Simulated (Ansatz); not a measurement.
# Na on Nb(110): change of the work function, part 2 of 3

How does Na on the hollow site change the work function of Nb(110) as the layer fills?

Ansatz 0.2.0; plane-wave DFT, PBE, Ansatz PAW.

So far, work function, upper face (eV): step 2 (the clean slab) 4.49.

### Step 3. Adsorbate added, k-mesh 4×4×1, coverage 0.111 ML

System of this step: Na/Nb(110). The cell holds 37 atoms: 36 Nb and 1 Na. Its edges and angles: a = 8.574 Å, b = 8.574 Å, c = 27.953 Å, α = 90.0°, β = 90.0°, γ = 70.5°. Vacuum lies along c.

The clean slab as it ended is repeated in the plane and the adsorbate is set on one face; the cell's size fixes the coverage, and the k-mesh shrinks with it to keep the sampling density about even. Adsorbate and upper layers relax, since the dipole depends on the height.

File input.yaml:

```yaml
crystal:
  lattice:
    - [7.0003571337, -4.95, 0.0]
    - [7.0003571337, 4.95, 0.0]
    - [0.0, 0.0, 27.9525259712]
  atoms:
    - { symbol: Nb, position: [0.0, 0.0, 0.3219744795] }
    - { symbol: Nb, position: [0.1666666667, 0.1666666667, 0.4054536034] }
    - { symbol: Nb, position: [0.0, 0.0, 0.4899764481] }
    - { symbol: Nb, position: [0.1666666667, 0.1666666667, 0.5704896326] }
    - { symbol: Nb, position: [0.0, 0.3333333333, 0.3219744795] }
    - { symbol: Nb, position: [0.1666666667, 0.5, 0.4054536034] }
    - { symbol: Nb, position: [0.0, 0.3333333333, 0.4899764481] }
    - { symbol: Nb, position: [0.1666666667, 0.5, 0.5704896326] }
    - { symbol: Nb, position: [0.0, 0.6666666667, 0.3219744795] }
    - { symbol: Nb, position: [0.1666666667, 0.8333333333, 0.4054536034] }
    - { symbol: Nb, position: [0.0, 0.6666666667, 0.4899764481] }
    - { symbol: Nb, position: [0.1666666667, 0.8333333333, 0.5704896326] }
    - { symbol: Nb, position: [0.3333333333, 0.0, 0.3219744795] }
    - { symbol: Nb, position: [0.5, 0.1666666667, 0.4054536034] }
    - { symbol: Nb, position: [0.3333333333, 0.0, 0.4899764481] }
    - { symbol: Nb, position: [0.5, 0.1666666667, 0.5704896326] }
    - { symbol: Nb, position: [0.3333333333, 0.3333333333, 0.3219744795] }
    - { symbol: Nb, position: [0.5, 0.5, 0.4054536034] }
    - { symbol: Nb, position: [0.3333333333, 0.3333333333, 0.4899764481] }
    - { symbol: Nb, position: [0.5, 0.5, 0.5704896326] }
    - { symbol: Nb, position: [0.3333333333, 0.6666666667, 0.3219744795] }
    - { symbol: Nb, position: [0.5, 0.8333333333, 0.4054536034] }
    - { symbol: Nb, position: [0.3333333333, 0.6666666667, 0.4899764481] }
    - { symbol: Nb, position: [0.5, 0.8333333333, 0.5704896326] }
    - { symbol: Nb, position: [0.6666666667, 0.0, 0.3219744795] }
    - { symbol: Nb, position: [0.8333333333, 0.1666666667, 0.4054536034] }
    - { symbol: Nb, position: [0.6666666667, 0.0, 0.4899764481] }
    - { symbol: Nb, position: [0.8333333333, 0.1666666667, 0.5704896326] }
    - { symbol: Nb, position: [0.6666666667, 0.3333333333, 0.3219744795] }
    - { symbol: Nb, position: [0.8333333333, 0.5, 0.4054536034] }
    - { symbol: Nb, position: [0.6666666667, 0.3333333333, 0.4899764481] }
    - { symbol: Nb, position: [0.8333333333, 0.5, 0.5704896326] }
    - { symbol: Nb, position: [0.6666666667, 0.6666666667, 0.3219744795] }
    - { symbol: Nb, position: [0.8333333333, 0.8333333333, 0.4054536034] }
    - { symbol: Nb, position: [0.6666666667, 0.6666666667, 0.4899764481] }
    - { symbol: Nb, position: [0.8333333333, 0.8333333333, 0.5704896326] }
    - { symbol: Na, position: [0.28, 0.28, 0.6780255205] }
kpoints:
  mp_grid: { grid: [4, 4, 1] }
hamiltonian:
  xc: pbe
scf:
  occupations: { method: fermi_dirac, width: 0.1 }
  convergence: { dr2_threshold: 1.0e-08 }
efield:
  axis: 3
  dipole_correction: true
  ramp_position: 0.97
  ramp_width: 0.06
relax:
  f_tol: 0.02
  max_steps: 60
  constraints:
    - { sites: [0, 1, 4, 5, 8, 9, 12, 13, 16, 17, 20, 21, 24, 25, 28, 29, 32, 33] }
output:
  write_potential: true
  write_density: true
  volumetric_format: npy
```

Launch:

```bash
$ ansatz run input.yaml --threads 4 --pin off --max-ram 16384MiB --backend cpu --events-out ev --progress --plain --runs-dir out
```

Log:

```text
[...]
Crystal: 37 atoms, lattice volume = 1937.209 Å³
Basis set: ecut = 420 eV, 37863 PW (Γ), exchange–correlation on 120×120×384 points (8 copies of the dense FFT grid, shifted against one another)
Bands: 287, of which v1, the nominal top of the filled ones, is band 239 counted from 1 (238 counted from 0)
Symmetry: 2 space group operations
[...]
k-points: 7 of 16 (time reversal used)
[...]
SCF iter   1: F=—  HF=-165353.059530 eV  |F-HF|=—  |Δ(HF+E_count)|=         —  Δρ=9.09e-3  dr2=2.73e1  ethr=1.77e-3  p=0.741 e·Å  D=6.93e-2 V/Å  ΔV_dip=-1.94 eV  dr2_dipole=8.74e-2  V_vac-E_F(+/−)=2.94/4.88 eV  ⟨swp⟩=11.4  Hψ=9892  notcnv=0
[...]
SCF iter   9: F=-165352.143602 eV  HF=-165352.143602 eV  |F-HF|=1.83e-8  |Δ(HF+E_count)|=   1.23e-7  Δρ=4.55e-7  dr2=6.23e-9  ethr=2.10e-12  p=0.674 e·Å  D=6.29e-2 V/Å  ΔV_dip=-1.76 eV  dr2_dipole=1.04e-10  V_vac-E_F(+/−)=2.77/4.53 eV  ⟨swp⟩=11.1  Hψ=14448  notcnv=0
SCF 1 converged in 9 iterations: F = -165352.143602 eV  dr2 = 6.23e-9
[...]
relax step   1: F+E_penalty+E_count = -165352.14360244 eV  Δ(F+E_penalty+E_count) = +0.000e0 eV  max|allowed force component| = 3.227e-1 eV/Å  Δτ_max = 0.0000 Å  (9 SCF iters, accepted)
[...]
SCF iter   9: F=-165352.140188 eV  HF=-165352.140188 eV  |F-HF|=7.92e-9  |Δ(HF+E_count)|=   4.30e-8  Δρ=2.68e-7  dr2=2.63e-9  ethr=2.10e-12  p=0.632 e·Å  D=5.91e-2 V/Å  ΔV_dip=-1.65 eV  dr2_dipole=3.85e-13  V_vac-E_F(+/−)=2.88/4.53 eV  ⟨swp⟩=10.9  Hψ=13828  notcnv=0
SCF 2 converged in 9 iterations: F = -165352.140188 eV  dr2 = 2.63e-9
relax step   2: F+E_penalty+E_count = -165352.14018796 eV  Δ(F+E_penalty+E_count) = +3.414e-3 eV  max|allowed force component| = 2.501e-1 eV/Å  Δτ_max = 0.0926 Å  (9 SCF iters, rejected (line search))
SCF iter   1: F=—  HF=-165352.183145 eV  |F-HF|=—  |Δ(HF+E_count)|=         —  Δρ=2.16e-3  dr2=1.79e-1  ethr=3.80e-4  p=0.632 e·Å  D=5.91e-2 V/Å  ΔV_dip=-1.65 eV  dr2_dipole=1.07e-3  V_vac-E_F(+/−)=2.88/4.53 eV  ⟨swp⟩=3.0  Hψ=3523  notcnv=0
[...]
SCF iter   9: F=-165352.165871 eV  HF=-165352.165871 eV  |F-HF|=7.04e-9  |Δ(HF+E_count)|=   2.17e-8  Δρ=2.47e-7  dr2=2.29e-9  ethr=2.10e-12  p=0.653 e·Å  D=6.10e-2 V/Å  ΔV_dip=-1.70 eV  dr2_dipole=3.19e-10  V_vac-E_F(+/−)=2.82/4.53 eV  ⟨swp⟩=10.3  Hψ=13311  notcnv=0
SCF 3 converged in 9 iterations: F = -165352.165871 eV  dr2 = 2.29e-9
relax step   3: F+E_penalty+E_count = -165352.16587075 eV  Δ(F+E_penalty+E_count) = -2.227e-2 eV  max|allowed force component| = 2.501e-1 eV/Å  Δτ_max = 0.0452 Å  (9 SCF iters, accepted)
[...]
relax step   4: F+E_penalty+E_count = -165352.18462285 eV  Δ(F+E_penalty+E_count) = -1.875e-2 eV  max|allowed force component| = 9.536e-2 eV/Å  Δτ_max = 0.1000 Å  (8 SCF iters, accepted)
[...]
relax step   5: F+E_penalty+E_count = -165352.18888679 eV  Δ(F+E_penalty+E_count) = -4.264e-3 eV  max|allowed force component| = 3.654e-2 eV/Å  Δτ_max = 0.0777 Å  (8 SCF iters, accepted)
[...]
relax step   6: F+E_penalty+E_count = -165352.19120794 eV  Δ(F+E_penalty+E_count) = -2.321e-3 eV  max|allowed force component| = 3.265e-2 eV/Å  Δτ_max = 0.0769 Å  (7 SCF iters, accepted)
[...]
relax step   7: F+E_penalty+E_count = -165352.19517712 eV  Δ(F+E_penalty+E_count) = -3.969e-3 eV  max|allowed force component| = 2.844e-2 eV/Å  Δτ_max = 0.1911 Å  (8 SCF iters, accepted)
[...]
relax step   8: F+E_penalty+E_count = -165352.19729286 eV  Δ(F+E_penalty+E_count) = -2.116e-3 eV  max|allowed force component| = 3.299e-2 eV/Å  Δτ_max = 0.1952 Å  (8 SCF iters, accepted)
[...]
relax step   9: F+E_penalty+E_count = -165352.19790964 eV  Δ(F+E_penalty+E_count) = -6.168e-4 eV  max|allowed force component| = 2.710e-2 eV/Å  Δτ_max = 0.1950 Å  (8 SCF iters, accepted)
SCF iter   1: F=—  HF=-165352.198101 eV  |F-HF|=—  |Δ(HF+E_count)|=         —  Δρ=3.18e-4  dr2=1.77e-3  ethr=8.94e-7  p=0.592 e·Å  D=5.53e-2 V/Å  ΔV_dip=-1.55 eV  dr2_dipole=8.73e-6  V_vac-E_F(+/−)=2.98/4.53 eV  ⟨swp⟩=3.1  Hψ=4497  notcnv=0
[...]
SCF iter   6: F=-165352.198243 eV  HF=-165352.198243 eV  |F-HF|=3.22e-8  |Δ(HF+E_count)|=   7.52e-8  Δρ=6.21e-7  dr2=9.18e-9  ethr=2.10e-12  p=0.593 e·Å  D=5.54e-2 V/Å  ΔV_dip=-1.55 eV  dr2_dipole=1.02e-10  V_vac-E_F(+/−)=2.98/4.53 eV  ⟨swp⟩=9.4  Hψ=15442  notcnv=0
SCF 10 converged in 6 iterations: F = -165352.198243 eV  dr2 = 9.18e-9
relax step  10: F+E_penalty+E_count = -165352.19824312 eV  Δ(F+E_penalty+E_count) = -3.335e-4 eV  max|allowed force component| = 1.378e-2 eV/Å  Δτ_max = 0.0141 Å  (6 SCF iters, accepted)
NSCF: frozen V_eff on 7 k-points
the band table was solved once a step of the walk had ended and its energy, with any forces and stress, was formed, with the checks that follow a solve (7300 applications of the Hamiltonian). They found nothing against the state; the energy, forces and stress were not computed again (output.eigenvalues in the input reference)
SCF converged after 6 iterations
Free energy (F): -165352.198243 eV
[...]
Internal energy: -165350.623800 eV  (E = F + TS)
E sigma→0 (E₀):  -165351.411022 eV
Entropy (-TS):   -1.574443 eV (-42.553 meV/atom)
Fermi energy:    3.687962 eV
Dipole field:    D = 0.055430 V/Å  (p = 0.593418 e·Å, saw-weighted, corrected)
Work function:   Φ+ = 2.9779 eV   Φ− = 4.5273 eV
[...]
--- Forces (eV/Å), atoms counted from 1 ---
  atom   1  Nb     0.00283010     0.00000000     0.33897459
  atom   2  Nb    -0.00068159     0.00000000    -0.32899296
  atom   3  Nb    -0.01378452     0.00000000    -0.00567188
  atom   4  Nb     0.00370917     0.00000000     0.00430815
  atom   5  Nb    -0.00259022     0.00047399     0.33930841
  atom   6  Nb     0.00369680    -0.02382364    -0.35743919
  atom   7  Nb    -0.01057825     0.01020075     0.00148159
  atom   8  Nb     0.00348871     0.00902141    -0.00140373
  atom   9  Nb    -0.00039545    -0.00741593     0.33606296
  atom  10  Nb     0.02318479    -0.00596899    -0.32537252
  atom  11  Nb    -0.00395537     0.00835861     0.00387195
  atom  12  Nb     0.00777264     0.00159054    -0.00388399
  atom  13  Nb    -0.00259022    -0.00047399     0.33930841
  atom  14  Nb     0.00369680     0.02382364    -0.35743919
  atom  15  Nb    -0.01057825    -0.01020075     0.00148159
  atom  16  Nb     0.00348871    -0.00902141    -0.00140373
  atom  17  Nb     0.00001951     0.00000000     0.33287152
  atom  18  Nb     0.00809314     0.00000000    -0.33040806
  atom  19  Nb    -0.01365027     0.00000000    -0.00410139
  atom  20  Nb     0.01370802     0.00000000     0.00452100
  atom  21  Nb     0.00290296     0.00036034     0.33931055
  atom  22  Nb    -0.01690070     0.00716829    -0.32422064
  atom  23  Nb    -0.01233840    -0.00340739     0.00680887
  atom  24  Nb     0.00312540    -0.00388208     0.00142196
  atom  25  Nb    -0.00039545     0.00741593     0.33606296
  atom  26  Nb     0.02318479     0.00596899    -0.32537252
  atom  27  Nb    -0.00395537    -0.00835861     0.00387195
  atom  28  Nb     0.00777264    -0.00159054    -0.00388399
  atom  29  Nb     0.00290296    -0.00036034     0.33931055
  atom  30  Nb    -0.01690070    -0.00716829    -0.32422064
  atom  31  Nb    -0.01233840     0.00340739     0.00680887
  atom  32  Nb     0.00312540     0.00388208     0.00142196
  atom  33  Nb    -0.00311393     0.00000000     0.33823898
  atom  34  Nb     0.00310018     0.00000000    -0.37376106
  atom  35  Nb    -0.00088275     0.00000000    -0.00730440
  atom  36  Nb     0.00617302     0.00000000    -0.00266533
  atom  37  Na    -0.00020581     0.00000000     0.00208966
  max |Σ_I F_I| component: 1.40e-4 eV/Å
--- Band table (eV; the first three rows and the last of 7) ---
  k-point 0: bands = [... 235 lower, 3.8881, 3.8931, 3.9002, 3.9413, 3.9416, 3.9457, 4.0103, 4.0106, ... 44 higher]
  k-point 1: bands = [... 235 lower, 3.6633, 3.6830, 3.6956, 3.7590, 3.7851, 3.8216, 3.8484, 3.8621, ... 44 higher]
  k-point 2: bands = [... 235 lower, 3.5014, 3.5064, 3.5153, 3.6453, 3.6549, 3.7787, 3.7978, 3.8479, ... 44 higher]
  k-point 6: bands = [... 235 lower, 3.4736, 3.5535, 3.5601, 3.5646, 3.6297, 3.6586, 3.6610, 3.6629, ... 44 higher]
--- Relaxed structure (10 steps of the walk, 9 accepted, 0 SCFs on fresh bases) ---
  F+E_penalty+E_count = -165352.19824312 eV   max|allowed force component| = 1.378e-2 eV/Å
  atoms:
    - { symbol: Nb, position: [0.0, 0.0, 0.321974] }
    - { symbol: Nb, position: [0.166667, 0.166667, 0.405454] }
    - { symbol: Nb, position: [-0.000321272, -0.000321272, 0.489891] }
    - { symbol: Nb, position: [0.166452, 0.166452, 0.570926] }
    - { symbol: Nb, position: [2.775558e-17, 0.333333, 0.321974] }
    - { symbol: Nb, position: [0.1666666667, 0.5, 0.405454] }
    - { symbol: Nb, position: [8.513727e-5, 0.333155, 0.489980] }
    - { symbol: Nb, position: [0.165556, 0.501154, 0.569985] }
    - { symbol: Nb, position: [5.551115e-17, 0.666667, 0.321974] }
    - { symbol: Nb, position: [0.166667, 0.833333, 0.405454] }
    - { symbol: Nb, position: [-0.000572313, 0.667409, 0.489316] }
    - { symbol: Nb, position: [0.165822, 0.832256, 0.571120] }
    - { symbol: Nb, position: [0.333333, 2.775558e-17, 0.321974] }
    - { symbol: Nb, position: [0.5, 0.1666666667, 0.405454] }
    - { symbol: Nb, position: [0.333155, 8.513727e-5, 0.489980] }
    - { symbol: Nb, position: [0.501154, 0.165556, 0.569985] }
    - { symbol: Nb, position: [0.3333333333, 0.3333333333, 0.321974] }
    - { symbol: Nb, position: [0.500000, 0.500000, 0.405454] }
    - { symbol: Nb, position: [0.333522, 0.333522, 0.489864] }
    - { symbol: Nb, position: [0.500078, 0.500078, 0.570893] }
    - { symbol: Nb, position: [0.3333333333, 0.666667, 0.321974] }
    - { symbol: Nb, position: [0.500000, 0.833333, 0.405454] }
    - { symbol: Nb, position: [0.333603, 0.667069, 0.489954] }
    - { symbol: Nb, position: [0.500654, 0.834364, 0.571077] }
    - { symbol: Nb, position: [0.666667, 5.551115e-17, 0.321974] }
    - { symbol: Nb, position: [0.833333, 0.166667, 0.405454] }
    - { symbol: Nb, position: [0.667409, -0.000572313, 0.489316] }
    - { symbol: Nb, position: [0.832256, 0.165822, 0.571120] }
    - { symbol: Nb, position: [0.666667, 0.3333333333, 0.321974] }
    - { symbol: Nb, position: [0.833333, 0.500000, 0.405454] }
    - { symbol: Nb, position: [0.667069, 0.333603, 0.489954] }
    - { symbol: Nb, position: [0.834364, 0.500654, 0.571077] }
    - { symbol: Nb, position: [0.6666666667, 0.6666666667, 0.321974] }
    - { symbol: Nb, position: [0.833333, 0.833333, 0.405454] }
    - { symbol: Nb, position: [0.667173, 0.667173, 0.489890] }
    - { symbol: Nb, position: [0.833263, 0.833263, 0.571165] }
    - { symbol: Na, position: [0.333849, 0.333849, 0.670771] }
```

Wall time 27 min (4 threads of Arm Neoverse V1, shared host); peak memory 9.9 GiB; 1.8 h of CPU time.

Step by step:

| step | energy less that of the first step (eV) | largest force component (eV/Å) |
| --- | --- | --- |
| 1 | 0.0000 | 0.3227 |
| 2 | 0.0034 | 0.2501 |
| 3 | -0.0223 | 0.2501 |
| 4 | -0.0410 | 0.0954 |
| 5 | -0.0453 | 0.0365 |
| 6 | -0.0476 | 0.0326 |
| 7 | -0.0516 | 0.0284 |
| 8 | -0.0537 | 0.0330 |
| 9 | -0.0543 | 0.0271 |
| 10 | -0.0546 | 0.0138 |

Relaxation step 2 was tried and not accepted.

Forces are held to the 2 operations that the program found; a distortion that breaks them can't arise in this run.

The atoms that moved most (Å):

| atom | dx | dy | dz | length |
| --- | --- | --- | --- | --- |
| Na37 | 0.754 | 0.000 | -0.203 | 0.781 |
| Nb12 | -0.013 | -0.001 | 0.018 | 0.022 |
| Nb28 | -0.013 | 0.001 | 0.018 | 0.022 |
| Nb24 | 0.012 | 0.002 | 0.016 | 0.020 |
| Nb32 | 0.012 | -0.002 | 0.016 | 0.020 |
| Nb27 | 0.001 | -0.007 | -0.018 | 0.020 |
| Nb11 | 0.001 | 0.007 | -0.018 | 0.020 |
| Nb36 | -0.001 | 0.000 | 0.019 | 0.019 |

Final coordinates:

```xyz
37
Lattice="7.0004 -4.9500 0.0000 7.0004 4.9500 0.0000 0.0000 0.0000 27.9525" Properties=species:S:1:pos:R:3
Nb    0.0000    0.0000    9.0000
Nb    2.3335    0.0000   11.3335
Nb   -0.0045    0.0000   13.6937
Nb    2.3304    0.0000   15.9588
Nb    2.3335    1.6500    9.0000
Nb    4.6669    1.6500   11.3335
Nb    2.3328    1.6487   13.6962
Nb    4.6672    1.6612   15.9325
Nb    4.6669    3.3000    9.0000
Nb    7.0004    3.3000   11.3335
Nb    4.6681    3.3065   13.6776
Nb    6.9869    3.2988   15.9642
Nb    2.3335   -1.6500    9.0000
Nb    4.6669   -1.6500   11.3335
Nb    2.3328   -1.6487   13.6962
Nb    4.6672   -1.6612   15.9325
Nb    4.6669    0.0000    9.0000
Nb    7.0004    0.0000   11.3335
Nb    4.6695    0.0000   13.6929
Nb    7.0014    0.0000   15.9579
Nb    7.0004    1.6500    9.0000
Nb    9.3338    1.6500   11.3335
Nb    7.0051    1.6507   13.6955
Nb    9.3456    1.6519   15.9631
Nb    4.6669   -3.3000    9.0000
Nb    7.0004   -3.3000   11.3335
Nb    4.6681   -3.3065   13.6776
Nb    6.9869   -3.2988   15.9642
Nb    7.0004   -1.6500    9.0000
Nb    9.3338   -1.6500   11.3335
Nb    7.0051   -1.6507   13.6955
Nb    9.3456   -1.6519   15.9631
Nb    9.3338    0.0000    9.0000
Nb   11.6673    0.0000   11.3335
Nb    9.3409    0.0000   13.6937
Nb   11.6663    0.0000   15.9655
Na    4.6741    0.0000   18.7498
```

Read from the output:

```
energy at zero smearing        : -165351.4110 eV
work function, upper face      : 2.978 eV
work function, lower face      : 4.527 eV
dipole along the normal        : 0.5934 e·Å
step between the vacuum levels : -1.549 eV
```

Running mean over 2.333 Å of the planar mean; the ramp of the sawtooth is left out. Table of electron's electrostatic potential energy less the Fermi level by z:

| z (Å) | electron's electrostatic potential energy less the Fermi level (eV) |
| --- | --- |
| 4 | 4.53 |
| 5 | 4.51 |
| 6 | 4.34 |
| 7 | 2.80 |
| 8 | -5.89 |
| 9 | -11.0 |
| 10 | -11.0 |
| 11 | -10.9 |
| 12 | -10.8 |
| 13 | -10.8 |
| 14 | -11.1 |
| 15 | -11.7 |
| 16 | -11.1 |
| 17 | -5.54 |
| 18 | 1.97 |
| 19 | 2.68 |
| 20 | 2.79 |
| 21 | 2.96 |
| 22 | 2.98 |
| 23 | 2.98 |
| 24 | 2.98 |

The relaxation took 10 steps and lowered the energy by 0.055 eV; the largest force on the free atoms ends at 0.014 eV/Å.

The covered face has 2.98 eV, -1.51 eV against the clean one; the bare back face has moved by -0.00 eV, a measure of how thin the slab is.

[end of part 2 of 3]

[Long decimals in the printed logs are rounded to 6 places.]

[Logs are printed without paths, hosts, clocks, repeated set-up lines and the standing remarks that a program may print on its own settings, such as how far it seeks lower states.]

[Hosts, paths, dates, database ids (printed as entryN), source tags and the programs' standing remarks are cut or masked in the printed files.]

[Maps of the electrostatic potential energy from Ansatz leave out the sawtooth potential of an applied field or a dipole correction, so their vacuum need not be flat; planar profiles and work functions include it.]
